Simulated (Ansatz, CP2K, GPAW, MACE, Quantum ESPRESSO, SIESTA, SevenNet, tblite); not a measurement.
## Codes compared on amorphous Zn12Cd27Se39 (78 atoms)

Wanted: errors and costs of other methods on amorphous Zn12Cd27Se39 (78 atoms). A plane-wave run serves as the reference.

Main program and level: Ansatz 0.2.0; Kohn-Sham DFT, PBE, PAW, plane waves.

## (1) The system as given

The cell holds 78 atoms: 12 Zn, 27 Cd and 39 Se. Its edges and angles: a = 12.774 Å, b = 12.774 Å, c = 12.774 Å, α = 90.0°, β = 90.0°, γ = 90.0°. 78 atoms (12 Zn, 27 Cd, 39 Se) placed at random at 5.5 g/cm³, melted at 2500 K for 10 ps at fixed volume with the Stillinger-Weber II-VI potential (Zhou et al., Phys. Rev. B 88, 085309 (2013)). Quenched from 2500 K to 100 K at 50 K/ps and fixed volume, held 5 ps. Then every atom was moved at random, 0.02 Å r.m.s. a Cartesian component.

## (2) Reference: Ansatz, plane waves

The PAW files are the set soft_2.

input.yaml

```yaml
crystal:
  lattice:
    - [12.7745, 0.0, 0.0]
    - [0.0, 12.7745, 0.0]
    - [0.0, 0.0, 12.7745]
  atoms:
    - { symbol: Zn, position: [0.70639, 0.74669, 0.35816] }
    - { symbol: Zn, position: [0.53604, 0.34875, 0.87578] }
    - { symbol: Zn, position: [0.76131, 0.10277, 0.79403] }
    - { symbol: Zn, position: [0.54172, 0.06218, 0.29426] }
    [... 68 atom lines left out ...]
    - { symbol: Se, position: [0.11369, 0.45839, 0.8192] }
    - { symbol: Se, position: [0.67593, 0.57618, 0.45359] }
    - { symbol: Se, position: [0.6164, 0.52426, 0.91214] }
    - { symbol: Se, position: [0.16226, 0.73058, 0.42365] }
    - { symbol: Se, position: [0.97837, 0.88726, 0.18145] }
    - { symbol: Se, position: [0.05822, 0.80491, 0.95837] }
kpoints:
  mp_grid: { grid: [1, 1, 1] }
hamiltonian:
  xc: pbe
scf:
  occupations: { method: fermi_dirac, width: 0.05 }
output:
  forces: true
  eigenvalues: true
  populations: true
  stress: true
```

The run is started by

```bash
ansatz run input.yaml --threads 4 --pin off --max-ram 8192MiB --backend cpu --events-out ev --progress --plain --runs-dir out
```

The log of the run:

```text
[...]
Pseudopotentials: kind: paw
Pseudopotential: Zn, paw, valence charge 12, recommended cutoff 420 eV (normal), Zn.paw.azcp
Pseudopotential: Cd, paw, valence charge 20, recommended cutoff 420 eV (normal), Cd.paw.azcp
Pseudopotential: Se, paw, valence charge 16, recommended cutoff 420 eV (normal), Se.paw.azcp
[... 5 lines on functional and potentials left out ...]
Crystal: 78 atoms, lattice volume = 2084.643 Å³
Basis set: ecut = 420 eV, 40651 PW (Γ), exchange–correlation on 180×180×180 points (8 copies of the dense FFT grid, shifted against one another)
Bands: 785, of which v1, the nominal top of the filled ones, is band 654 counted from 1 (653 counted from 0)
Symmetry: 1 space group operations
Space group: P1 (ITA 1), of the structure as read, at distance tolerance 1.3e-4 Å
k-points: 1
[... 7 lines on functional and potentials left out ...]
Initial density: superposition of atomic densities (neutral atoms: chi_scale 0, normalization atom), corrected by the library's trained network
Initial wavefunctions: pseudopotential atomic-orbital guess
[...]
SCF iter   1: F=—  HF=-476020.508434 eV  |F-HF|=—  |Δ(HF+E_count)|=         —  Δρ=2.74e-3  dr2=6.62e-1  ethr=1.77e-3  ⟨swp⟩=5.0  Hψ=2526  notcnv=0  defer=63
preconditioner: auto → LDOS  [metal: Δε(μ)=0.041 eV  Ē_g=11.250 eV  σ=0.050 eV  W_gap=0.20  n_scr=586 (ndim 8)  ℏωp=21.5 eV  f_vac=0.137  D(μ)=29.31/eV (n_scr^D=146)  β→1.0]
[...]
SCF iter  15: F=—  HF=-476020.467966 eV  |F-HF|=—  |Δ(HF+E_count)|=   3.11e-8  Δρ=2.11e-6  dr2=2.00e-7  ethr=3.03e-11  ⟨swp⟩=2.0  Hψ=851  notcnv=0  defer=112
SCF iter  16: F=-476020.467966 eV  HF=-476020.467966 eV  |F-HF|=6.14e-8  |Δ(HF+E_count)|=   2.79e-8  Δρ=1.21e-6  dr2=7.31e-8  ethr=7.65e-12  ⟨swp⟩=8.0  Hψ=3673  notcnv=0
SCF 1 converged in 16 iterations: F = -476020.467966 eV  dr2 = 7.31e-8
[...]
SCF converged after 16 iterations
Free energy (F): -476020.467966 eV
Harris-Foulkes:  -476020.467966 eV  (|F-HF|=6.14e-8)
Internal energy: -476020.222036 eV  (E = F + TS)
E sigma→0 (E₀):  -476020.345001 eV
Entropy (-TS):   -0.245929 eV (-3.153 meV/atom)
Fermi energy:    7.950659 eV
--- Per-component energies (eV) ---
[...]
Σ components = -476020.467966   (vs F -476020.467966, Δ=0.00e0)
--- Forces (eV/Å), atoms counted from 1 ---
  atom   1  Zn     0.22266700    -0.06483877    -0.34784727
  atom   2  Zn     0.10232906     0.12814130    -0.51763067
  atom   3  Zn     0.00669094    -0.07216686     0.08033417
  atom   4  Zn     0.74910517    -0.18558657    -0.13066980
[...]
atom  78  Se    -0.10058823    -0.49595211    -0.14964172
  max |Σ_I F_I| component: 2.10e-5 eV/Å
--- Stress (GPa, compression-positive) ---
        1.332816      -0.387860       0.161309
       -0.387860       0.880405      -0.544345
        0.161309      -0.544345       1.265712
  P = ⅓ Tr σ = 1.1596 GPa (11.596 kbar)
--- Band table (eV) ---
  k-point 0: bands = ["-95.1265", "-95.0470", "-95.0176", "-94.9096", [... 769 levels ...], "14.7694", "14.8031", "14.8226", "14.8825", "14.9382", "14.9498", "15.0045", "15.0250", "15.0966", "15.1481", "15.1774", "15.2173"]
--- Löwdin populations: 78 sites ---
  site symbol       q [e]
     0     Zn     10.8361
     1     Zn     10.7736
     2     Zn     10.8108
[...]
77     Se     16.8673
  spilling = 0.006133 (of n_electrons = 1308.000000)
```

The job ended after 89 s (4 threads of Arm Neoverse V2, shared host; peak memory 4 GiB).

The column dr2 measures how far the density is from self-consistency, as an energy; F and HF (Harris–Foulkes) agree once it is small.

The run gave:

```
free energy                             : -476020.4680 eV
free energy per atom                    : -6102.8265 eV/atom
SCF cycles                              : 16
pressure                                : 1.16 GPa
r.m.s. force component                  : 0.409 eV/Å
longest force                           : 1.638 eV/Å
Fermi energy                            : 7.951 eV
levels partly filled by over 2 per cent : 5
spilling of the projection              : 0.006133
```

Neighbours are counted within 3.27 Å (Se-Cd), 3.12 Å (Se-Zn).

Length of the force by element and coordination:

| element | coordination | atoms | mean length of the force (eV/Å) | spread | least | most |
| --- | --- | --- | --- | --- | --- | --- |
| Cd | all | 27 | 0.704 | 0.275 | 0.215 | 1.36 |
| Cd | 1 | 1 | 0.463 | 0 | 0.463 | 0.463 |
| Cd | 2 | 1 | 0.508 | 0 | 0.508 | 0.508 |
| Cd | 3 | 7 | 0.791 | 0.308 | 0.489 | 1.36 |
| Cd | 4 | 15 | 0.641 | 0.234 | 0.215 | 0.930 |
| Cd | 5 | 3 | 0.966 | 0.214 | 0.696 | 1.22 |
| Se | all | 39 | 0.671 | 0.276 | 0.175 | 1.64 |
| Se | 2 | 1 | 1.01 | 0 | 1.01 | 1.01 |
| Se | 3 | 10 | 0.537 | 0.257 | 0.175 | 0.933 |
| Se | 4 | 26 | 0.709 | 0.272 | 0.207 | 1.64 |
| Se | 5 | 2 | 0.679 | 0.161 | 0.519 | 0.840 |
| Zn | all | 12 | 0.467 | 0.214 | 0.108 | 0.807 |
| Zn | 3 | 1 | 0.348 | 0 | 0.348 | 0.348 |
| Zn | 4 | 11 | 0.478 | 0.220 | 0.108 | 0.807 |

The levels nearest the highest filled one (over half full), pooled over k-points and spins:

| level less the highest filled one (eV) | occupation |
| --- | --- |
| -0.655 | 2 |
| -0.582 | 2 |
| -0.371 | 2 |
| -0.186 | 2.00 |
| -0.0772 | 1.96 |
| 0 | 1.83 |
| 0.125 | 0.952 |
| 0.143 | 0.771 |
| 0.194 | 0.368 |
| 0.259 | 0.118 |
| 0.535 | 0 |
| 0.744 | 0 |

## (3) Local order

Density 5.50 g/cm³, 26.73 Å³ an atom.

g(r), total and by pair (bins of 0.2 Å):

| r (Å) | total | Se-Se | Se-Cd | Se-Zn | Cd-Cd | Cd-Zn | Zn-Zn |
| --- | --- | --- | --- | --- | --- | --- | --- |
| 2.30 | 0.14 | 0.00 | 0.00 | 0.94 | 0.00 | 0.00 | 0.00 |
| 2.50 | 2.37 | 0.00 | 2.29 | 10.21 | 0.00 | 0.00 | 0.00 |
| 2.70 | 2.58 | 0.00 | 6.45 | 1.99 | 0.00 | 0.37 | 0.00 |
| 2.90 | 0.57 | 0.13 | 1.36 | 0.00 | 0.55 | 0.00 | 0.00 |
| 3.10 | 0.29 | 0.34 | 0.42 | 0.00 | 0.47 | 0.00 | 0.00 |
| 3.30 | 0.28 | 0.51 | 0.29 | 0.00 | 0.41 | 0.00 | 0.00 |
| 3.50 | 0.38 | 0.44 | 0.45 | 0.00 | 0.55 | 0.20 | 0.90 |
| 3.70 | 0.73 | 1.18 | 0.23 | 0.13 | 1.46 | 1.51 | 0.00 |
| 3.90 | 1.66 | 2.46 | 0.57 | 1.07 | 2.84 | 2.15 | 4.56 |
| 4.10 | 1.72 | 2.79 | 0.66 | 0.73 | 2.17 | 3.06 | 4.14 |
| 4.30 | 1.74 | 2.32 | 1.01 | 1.14 | 1.85 | 3.19 | 3.09 |
| 4.50 | 1.54 | 1.83 | 1.48 | 0.72 | 1.92 | 2.15 | 0.00 |
| 4.70 | 1.20 | 1.33 | 1.17 | 1.35 | 1.25 | 0.68 | 1.06 |
| 4.90 | 0.66 | 0.41 | 0.82 | 0.89 | 0.66 | 0.54 | 0.00 |
| 5.10 | 0.75 | 0.50 | 0.94 | 1.30 | 0.26 | 0.69 | 0.00 |
| 5.30 | 0.61 | 0.66 | 0.67 | 0.76 | 0.17 | 0.74 | 0.00 |
| 5.50 | 0.67 | 0.43 | 0.91 | 0.94 | 0.38 | 0.50 | 0.39 |
| 5.70 | 0.66 | 0.37 | 0.94 | 0.86 | 0.28 | 0.62 | 0.35 |
| 5.90 | 0.75 | 0.44 | 0.90 | 1.17 | 0.84 | 0.36 | 0.33 |
| 6.10 | 1.07 | 0.85 | 1.42 | 1.29 | 0.62 | 0.63 | 1.22 |
| 6.30 | 1.16 | 0.74 | 1.69 | 1.02 | 0.98 | 0.96 | 0.29 |

Bonds by pair of elements; cutoffs follow the first minimum of g(r), held within bounds set by covalent radii, and pairs that aren't listed don't count as bonded:

| pair A-B | cutoff (Å) | bonds | mean length (Å) | spread (Å) | shortest (Å) | B about A | A about B |
| --- | --- | --- | --- | --- | --- | --- | --- |
| Se-Cd | 3.27 | 99 | 2.71 | 0.147 | 2.47 | 2.54 | 3.67 |
| Se-Zn | 3.12 | 47 | 2.52 | 0.086 | 2.37 | 1.21 | 3.92 |

How many atoms have how many bonded neighbours:

| element | mean | 1 | 2 | 3 | 4 | 5 |
| --- | --- | --- | --- | --- | --- | --- |
| Cd | 3.67 | 1 | 1 | 7 | 15 | 3 |
| Se | 3.74 | 0 | 1 | 10 | 26 | 2 |
| Zn | 3.92 | 0 | 0 | 1 | 11 | 0 |

Rings of the network by King's shortest-path rule, up to 12 atoms, one path for each pair of neighbours; H, halogens, alkali and alkaline-earth atoms are left out:

| ring size (atoms) | rings | per network atom |
| --- | --- | --- |
| 4 | 1 | 0.013 |
| 6 | 104 | 1.33 |
| 8 | 39 | 0.5 |
| 10 | 3 | 0.038 |

## (4) What was run beside it

The programs:
- CP2K 2026.2: Gaussian basis with GTH pseudopotentials and a plane-wave density; labels give functional, basis (MOLOPT sets; SR short-range, UZH the newer set with its own potentials), grid cutoff/relative cutoff and solver (OT: orbital transformation; TRS4, TC2, SIGN: linear-scaling purification with its sparsity filter), or its built-in tight binding.
- GPAW 26.7.0: PAW with atomic orbitals (LCAO), plane waves or a real-space grid of spacing h.
- MACE: machine-learned potential, published weights.
- Quantum ESPRESSO 7.5: plane waves; labels (QE) give functional, pseudopotential set and cutoffs of waves/density.
- SIESTA 5.4.2: numerical atomic orbitals, whose automatically made sets are far from complete, with PseudoDojo norm-conserving potentials that we converted to its format (checked against plane waves on the same files for H, C, O, Si, Ge and Ca alone); labels give functional, basis size, energy shift and mesh cutoff.
- SevenNet: machine-learned potential, published weights.
- tblite 0.8.0: extended tight binding, driven from Python.

All use the same cell and atoms; the electronic-structure runs use the same k-mesh, and an electronic temperature of 580 K (0.05 eV) where levels are smeared.

Differences are against the plane-wave reference, forces as r.m.s. over components; share is that over the reference's r.m.s. force, slope the least-squares factor from reference forces to these. Total energies of different programs have different zeros and aren't compared.

| run | Δ force, r.m.s. (meV/Å) | share (%) | slope | Δ pressure (GPa) | cores | CPU time | memory (GiB) |
| --- | --- | --- | --- | --- | --- | --- | --- |
| reference | - | - | - | - | 4 | 5.8 min | 4.0 |
| CP2K PBE, DZVP-MOLOPT-SR, 560/50 Ry, diagonalisation (coarse) | 42.5 | 10.4 | 1.060 | 0.741 | 2 | 5.7 min | 5.8 |
| CP2K PBE, DZVP-MOLOPT-SR, 800/50 Ry, diagonalisation | 41.1 | 10.0 | 1.064 | 0.739 | 2 | 6.6 min | 9.1 |
| GPAW PBE, LCAO dzp, h 0.2 Å | 37.8 | 9.23 | 1.038 | - | 1 | 4.4 min | 2.0 |
| GPAW PBE, LCAO dzp, h 0.22 Å (coarse) | 36.0 | 8.79 | 1.036 | - | 1 | 3.8 min | 1.7 |
| GPAW PBE, LCAO szp(dzp), h 0.2 Å (coarse) | 53.2 | 13.0 | 1.067 | - | 1 | 3.2 min | 1.9 |
| GPAW revPBE, LCAO dzp, h 0.2 Å | 54.2 | 13.3 | 1.071 | - | 1 | 4.6 min | 2.0 |
| MACE MPA-0 medium potential | 82.3 | 20.1 | 0.966 | 0.199 | 1 | 6 s | 0.86 |
| QE PBE, sssp-1.3.0-efficiency, 45/360 Ry | 7.20 | 1.76 | 1.009 | -0.489 | 1 | 28 min | 4.9 |
| SIESTA PBE, DZ, shift 0.01 Ry, mesh 500 Ry (coarse) | 249 | 60.9 | 1.206 | -0.564 | 2 | 4.2 min | 1.7 |
| SIESTA PBE, DZP, shift 0.005 Ry, mesh 500 Ry | 113 | 27.7 | 1.105 | 0.493 | 2 | 8.2 min | 2.7 |
| SIESTA PBE, DZP, shift 0.01 Ry, mesh 500 Ry | 119 | 29.2 | 1.107 | -0.930 | 2 | 6.8 min | 2.3 |
| SIESTA PBE, SZP, shift 0.01 Ry, mesh 500 Ry (coarse) | 137 | 33.4 | 1.195 | -1.92 | 2 | 5.2 min | 2.2 |
| SevenNet 0 potential | 101 | 24.8 | 0.935 | -0.0739 | 1 | 5.6 s | 0.78 |
| SevenNet l3i5 potential | 97.5 | 23.8 | 0.950 | -0.117 | 1 | 7.2 s | 0.99 |
| tblite GFN1-xTB | 200 | 48.9 | 0.797 | 0.787 | 1 | 3.8 s | 0.15 |

Rows marked coarse use a setting chosen to be so.

Times of the machine-learned potentials are mostly Python's start and the loading of weights.

CPU time is summed over cores on a shared host, where runs went side by side, so it is rough. Symmetry, cutoffs, thresholds, outputs and thread counts weren't matched or tuned between programs; memory under MPI is the largest rank's times the ranks.

Mean charges by element (e), by run and scheme:

| run | scheme | Zn | Cd | Se |
| --- | --- | --- | --- | --- |
| CP2K PBE, DZVP-MOLOPT-SR, 560/50 Ry, diagonalisation | Mulliken | +0.13 | +0.23 | -0.20 |
| CP2K PBE, DZVP-MOLOPT-SR, 560/50 Ry, diagonalisation | Hirshfeld | +0.22 | +0.25 | -0.24 |
| CP2K PBE, DZVP-MOLOPT-SR, 800/50 Ry, diagonalisation | Mulliken | +0.13 | +0.23 | -0.20 |
| CP2K PBE, DZVP-MOLOPT-SR, 800/50 Ry, diagonalisation | Hirshfeld | +0.22 | +0.25 | -0.24 |
| SIESTA PBE, DZP, shift 0.005 Ry, mesh 500 Ry | Hirshfeld | +0.62 | +0.28 | -0.38 |
| SIESTA PBE, DZP, shift 0.01 Ry, mesh 500 Ry | Hirshfeld | +0.62 | +0.28 | -0.39 |
| tblite GFN1-xTB | Mulliken | +0.16 | +0.11 | -0.12 |

Within one program, basis, potentials and functional, energies share a zero. Each run against its twin at the usual cutoff or grid and solver:

| run | twin | Δ energy (meV/atom) | Δ force, r.m.s. (meV/Å) | CPU time over the twin's |
| --- | --- | --- | --- | --- |
| CP2K PBE, DZVP-MOLOPT-SR, 560/50 Ry, diagonalisation | DZVP-MOLOPT-SR, 800/50 Ry, diagonalisation | -0.0411 | 26.7 | 0.86 |
| GPAW PBE, LCAO dzp, h 0.22 Å | LCAO dzp, h 0.2 Å | 11.8 | 23.7 | 0.86 |

## (5) Outcome

```json
{
  "reference r.m.s. force component": "0.409 eV/Å",
  "nearest in forces": "QE PBE, sssp-1.3.0-efficiency, 45/360 Ry, 1.8 %",
  "farthest in forces": "SIESTA PBE, DZ, shift 0.01 Ry, mesh 500 Ry (coarse), 61 %",
  "cheapest electronic-structure run beside the reference": "tblite GFN1-xTB, 3.8 s of CPU time"
}
```

What this shows: PBE on plane waves or a grid with other potentials, cutoffs or grids, coarse settings apart, differs from the reference by 1.8 % (QE PBE, sssp-1.3.0-efficiency, 45/360 Ry) of the r.m.s. force; this holds the reference's own error, so differences of a few per cent don't tell which side is nearer the exact PBE result (QE's 45 Ry are 612 eV, against the reference's 420 eV). The PBE runs in local orbitals, coarse settings apart, differ by 9.2 % (GPAW PBE, LCAO dzp, h 0.2 Å) to 29 % (SIESTA PBE, DZP, shift 0.01 Ry, mesh 500 Ry); basis, grid and potentials can all enter. Tight binding differs by 49 % (tblite GFN1-xTB); it is another model, with fitted parameters of its own, and the xTB methods hold dispersion. Machine-learned potentials differ by 20 % (MACE MPA-0 medium potential) to 25 % (SevenNet 0 potential); they were trained on other programs' data. Rows with another functional or a dispersion term differ by 13 % (GPAW revPBE, LCAO dzp, h 0.2 Å), which mixes the change of model with differences of basis and potentials. Runs with settings chosen to be coarse differ by 8.8 % (GPAW PBE, LCAO dzp, h 0.22 Å) to 61 % (SIESTA PBE, DZ, shift 0.01 Ry, mesh 500 Ry), their programs' other errors included. One electronic-structure run takes under half the reference's CPU time: tblite GFN1-xTB, at 49 % in 3.8 s against 5.8 min. SIESTA PBE, SZP, shift 0.01 Ry, mesh 500 Ry stiffens the forces by a factor of 1.20 while following their directions (correlation 0.975); the slopes of the 4 SIESTA runs lie between 1.11 and 1.21. In pressure, SIESTA PBE, SZP, shift 0.01 Ry, mesh 500 Ry misses by -1.9 GPa, at the same functional. Charges hang on model, scheme and program or settings: among these rows the mean for Zn runs from +0.13 to +0.62 e. In the reference: 5 levels are partly filled, by over 2 % (at Γ alone): at this level the cell shows no clear gap. In the reference: among the first-shell peaks of g(r) are those at about 4.2 Å (Se-Se), 2.7 Å (Se-Cd), 2.5 Å (Se-Zn), 3.9 Å (Cd-Cd) and 4.0 Å (Zn-Zn). Periodic xTB results under one method name differ between programs and library versions. The potentials hold different valence shells: 1308 electrons in the reference, 1404 in SIESTA, 798 in Quantum ESPRESSO with SSSP, 702 in GPAW and 702 in CP2K with DZVP-MOLOPT-SR; this bears on time and differences. Machine-learned potentials mimic data converged in k, so the reference's own k-point error enters their differences. The quench rate of 50 K/ps is many orders above laboratory rates, so the cell is likely richer in defects and strain than a real sample. The network of bonds at the start is that of the classical potential that made the cell, and needn't be the one that DFT or experiment would give. The electronic-structure runs sample only Γ, in a cell whose shortest periodic width is 13 Å, which is coarse for a cell with partly filled levels.

[Long decimals in the printed logs are rounded to 6 places.]

[Also dropped from logs without a mark: lines with file paths, logging warnings of Python, QE's lines on negative density and diagonalisation, SIESTA's first energy breakdown, zero terms and Voronoi charges.]

[Logs are printed without paths, hosts, clocks, repeated set-up lines and the standing remarks that a program may print on its own settings, such as how far it seeks lower states.]

[Hosts, paths, dates, database ids (printed as entryN), source tags and the programs' standing remarks are cut or masked in the printed files.]

[Not all failed runs are listed: runs killed by the host, ended in a Python traceback or in CONQUEST's support-function errors, and SIESTA runs with faulty potentials for Cu, Fe, Ni or Zn are left out.]
